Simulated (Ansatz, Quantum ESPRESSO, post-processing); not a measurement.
# Work-function anisotropy of Cu, part 6 of 6

Aim: the work function of the low-index faces of Cu, their order, and how far the functional matters.

Quantum ESPRESSO 7.5; plane-wave DFT, PBE, GBRV ultrasoft pseudopotentials; geometry and cross-check by Ansatz 0.2.0 with PAW datasets.

So far. Step 11 (Electrostatic potential of (100)): On (100) the work function under LDA lies +0.37 eV from PBE's. Step 12 (Geometry from Ansatz of (110)): The relaxation lowers the energy by 6 meV an atom. Held were the atoms numbered 3, 4 and 5; the forces quoted are those on the free ones.

## Step 15: Self-consistent run of (110), LDA

Level of this step: plane-wave DFT, LDA, GBRV ultrasoft pseudopotentials (Quantum ESPRESSO 7.5).

File 110.lda.in:

```
&control
  prefix = '110.lda'
  outdir = './out'
  pseudo_dir = './pseudo'
  calculation = 'scf'
  tprnfor = .true.
/
&system
  ibrav = 0
  nat = 7
  ntyp = 1
  ecutwfc = 40
  ecutrho = 200
  occupations = 'smearing'
  smearing = 'mv'
  degauss = 0.02
/
&electrons
  conv_thr = 1e-07
  mixing_beta = 0.4
  electron_maxstep = 120
  mixing_mode = 'local-TF'
/
ATOMIC_SPECIES
  Cu  63.5460  cu_lda_v1.2.uspp.F.UPF
CELL_PARAMETERS angstrom
  3.61000000000000 0.00000000000000 0.00000000000000
  0.00000000000000 2.55265548010000 0.00000000000000
  0.00000000000000 0.00000000000000 23.65796644030000
ATOMIC_POSITIONS crystal
  Cu  0.000000000000 0.000000000000 0.340570873926
  Cu  0.500000000000 0.500000000000 0.389881166551
  Cu  0.000000000000 0.000000000000 0.446050826300
  Cu  0.500000000000 0.500000000000 0.500000000000
  Cu  0.000000000000 0.000000000000 0.553949173700
  Cu  0.500000000000 0.500000000000 0.610118840866
  Cu  0.000000000000 0.000000000000 0.659429130546
K_POINTS automatic
  8 12 1 0 0 0
```

Started as:

```sh
OMP_NUM_THREADS=1 mpirun -n 4 pw.x -nk 4 -in 110.lda.in > 110.lda.out
```

Log:

```text
[banner, memory and clock lines left out]
Program PWSCF v.7.5 starts
[...]
Message from routine setup:
[...]
number of electrons       =       133.00
     number of Kohn-Sham states=           80
     kinetic-energy cutoff     =      40.0000  Ry
     charge density cutoff     =     200.0000  Ry
[...]
number of k points=    35  Marzari-Vanderbilt smearing, width (Ry)=  0.0200
[...]
Dense  grid:    70235 G-vectors     FFT dimensions: (  32,  24, 216)
[...]
negative rho (up, down):  2.663E-04 0.000E+00
     Starting wfcs are   91 randomized atomic wfcs
[...]
negative rho (up, down):  7.090E-02 0.000E+00
[...]
estimated scf accuracy    <      83.47193825 Ry
[...]
negative rho (up, down):  3.066E-02 0.000E+00
[...]
estimated scf accuracy    <       0.53750757 Ry
[...]
negative rho (up, down):  1.005E-02 0.000E+00
[...]
estimated scf accuracy    <       0.20174869 Ry
[...]
negative rho (up, down):  4.698E-03 0.000E+00
[...]
estimated scf accuracy    <       0.07603489 Ry
[...]
negative rho (up, down):  1.107E-05 0.000E+00
[...]
estimated scf accuracy    <       0.05286342 Ry
[...]
negative rho (up, down):  1.005E-04 0.000E+00
[...]
estimated scf accuracy    <       0.02154624 Ry
[...]
negative rho (up, down):  4.042E-06 0.000E+00
[...]
estimated scf accuracy    <       0.02357850 Ry
[...]
negative rho (up, down):  4.826E-06 0.000E+00
[...]
estimated scf accuracy    <       0.00903116 Ry
[...]
negative rho (up, down):  4.647E-06 0.000E+00
[...]
estimated scf accuracy    <       0.00909550 Ry
[...]
negative rho (up, down):  2.923E-04 0.000E+00
[...]
estimated scf accuracy    <       0.00889945 Ry
[...]
negative rho (up, down):  2.146E-03 0.000E+00
[...]
estimated scf accuracy    <       0.07985206 Ry
[...]
negative rho (up, down):  3.626E-03 0.000E+00
[...]
estimated scf accuracy    <       0.00421540 Ry
[...]
negative rho (up, down):  8.332E-04 0.000E+00
[...]
estimated scf accuracy    <       0.00157552 Ry
[...]
negative rho (up, down):  9.619E-04 0.000E+00
[...]
estimated scf accuracy    <       0.00104481 Ry
[...]
negative rho (up, down):  2.820E-04 0.000E+00
[...]
estimated scf accuracy    <       0.00177839 Ry
[...]
negative rho (up, down):  5.913E-04 0.000E+00
[...]
estimated scf accuracy    <       0.00958890 Ry
[...]
negative rho (up, down):  1.252E-03 0.000E+00
[...]
estimated scf accuracy    <       0.01192238 Ry
[...]
negative rho (up, down):  6.410E-04 0.000E+00
[...]
estimated scf accuracy    <       0.00178108 Ry
[...]
negative rho (up, down):  7.658E-04 0.000E+00
[...]
estimated scf accuracy    <       0.00015452 Ry
[...]
negative rho (up, down):  3.240E-04 0.000E+00
[...]
estimated scf accuracy    <       0.00000916 Ry
[...]
negative rho (up, down):  2.001E-04 0.000E+00
[...]
estimated scf accuracy    <       0.00000279 Ry
[...]
negative rho (up, down):  1.125E-04 0.000E+00
[...]
estimated scf accuracy    <       0.00000117 Ry
[...]
negative rho (up, down):  1.501E-04 0.000E+00
[...]
estimated scf accuracy    <       0.00000017 Ry
[...]
negative rho (up, down):  1.414E-04 0.000E+00
[...]
the Fermi energy is     3.0028 ev
!    total energy              =   -2824.64136552 Ry
     estimated scf accuracy    <       0.00000005 Ry
     smearing contrib. (-TS)   =      -0.00003154 Ry
     internal energy E=F+TS    =   -2824.64133398 Ry
[...]
one-electron contribution =  -21613.90991761 Ry
     hartree contribution      =   10823.90012173 Ry
     xc contribution           =    -267.42099689 Ry
     ewald contribution        =    8232.78945878 Ry
     convergence has been achieved in  24 iterations
     negative rho (up, down):  1.414E-04 0.000E+00
[...]
Total force =     0.038156     Total SCF correction =     0.001234
[...]
```

It took 3.8 min on 4 MPI ranks of Arm Neoverse V1, shared host; peak memory 0.86 GiB; 15 min of CPU time.

Read from the output:

| Quantity | Value |
| --- | --- |
| free energy | -38431.2036 eV |
| Fermi energy | 3.003 eV |

## Step 16: Electrostatic potential of (110)

File 110.lda.pot.in:

```
&inputpp
  prefix = '110.lda'
  outdir = './out'
  filplot = '110.lda.pot.dat'
  plot_num = 11
/
```

Started as:

```sh
OMP_NUM_THREADS=1 mpirun -n 4 pp.x -in 110.lda.pot.in > 110.lda.pot.out
```

Wall time 0.85 s (4 MPI ranks); peak memory 0.11 GiB.

This step gave:

| Property | Result |
| --- | --- |
| work function of the upper face | 4.747 eV |
| slope of the potential above | 7.07e-5 eV/Å |
| upper vacuum line continued to the top atoms, over the Fermi level | 4.747 eV |
| work function of the lower face | 4.748 eV |
| slope of the potential below | -4.93e-5 eV/Å |
| lower vacuum line continued to the bottom atoms, over the Fermi level | 4.747 eV |

On (110) the work function under LDA lies +0.36 eV from PBE's.

## Step 17: The series side by side

All levels:

| level | work function (eV) | Ansatz, PBE (eV) | CPU time (s) |
| --- | --- | --- | --- |
| (111), PBE | 4.775 | 4.793 | 234.2 |
| (111), LDA | 5.146 | - | 281.4 |
| (100), PBE | 4.504 | 4.506 | 204.4 |
| (100), LDA | 4.87 | - | 242.8 |
| (110), PBE | 4.383 | 4.37 | 783.6 |
| (110), LDA | 4.747 | - | 918.5 |

## Step 18: By hand

For (111) under PBE, on the run's own zero: φ = 8.998 − (4.222) = 4.776 eV.

## Step 19: Results

- work function of (111), PBE: 4.78 eV
- work function of (111), LDA: 5.15 eV
- work function of (100), PBE: 4.50 eV
- work function of (100), LDA: 4.87 eV
- work function of (110), PBE: 4.38 eV
- work function of (110), LDA: 4.75 eV

What this shows: Under PBE the work functions are 4.78 eV on (111), 4.50 eV on (100) and 4.38 eV on (110). In order of packing, from 5.64 to 9.22 Å² an atom, the faces are (111), (100) and (110). The work function falls in the same order, as Smoluchowski's picture of charge smoothing over rough faces expects. LDA lies +0.36 to +0.37 eV from PBE on the same atoms, nearly a rigid shift. The top two spacings change by -0.0 and +0.0 % on (111), -2.0 and +1.6 % on (100) and -8.6 and +4.1 % on (110). Ansatz, with Fermi-Dirac smearing and its own datasets, agrees within 0.02 eV under PBE. The slabs are thin and unreconstructed, at the tabulated lattice constant; thickness and mesh leave some 0.05 to 0.1 eV open. PBE lies under the measured values on every face, as gradient-corrected functionals often do.

Calculation against experiment:

```
                   quantity  measured              PBE              LDA
work function of (111) (eV)       4.9  4.78 (-0.12 eV)  5.15 (+0.25 eV)
work function of (100) (eV)      4.73  4.50 (-0.23 eV)  4.87 (+0.14 eV)
work function of (110) (eV)      4.56  4.38 (-0.18 eV)  4.75 (+0.19 eV)
```

Measured values from arxiv:1902.07811 (2019).

How well it matches: The grades are ours: good and fair within 3 and 7 % for the work function of (111), 3 and 7 % for the work function of (100) and 3 and 7 % for the work function of (110). Other measurements of the same face can differ from the value quoted by 0.1 to 0.2 eV.

[Logs are printed without paths, hosts, clocks, repeated set-up lines and the standing remarks that a program may print on its own settings, such as how far it seeks lower states.]

[Hosts, paths, dates, database ids (printed as entryN), source tags and the programs' standing remarks are cut or masked in the printed files.]

[Maps of the electrostatic potential energy from Ansatz leave out the sawtooth potential of an applied field or a dipole correction, so their vacuum need not be flat; planar profiles and work functions include it.]
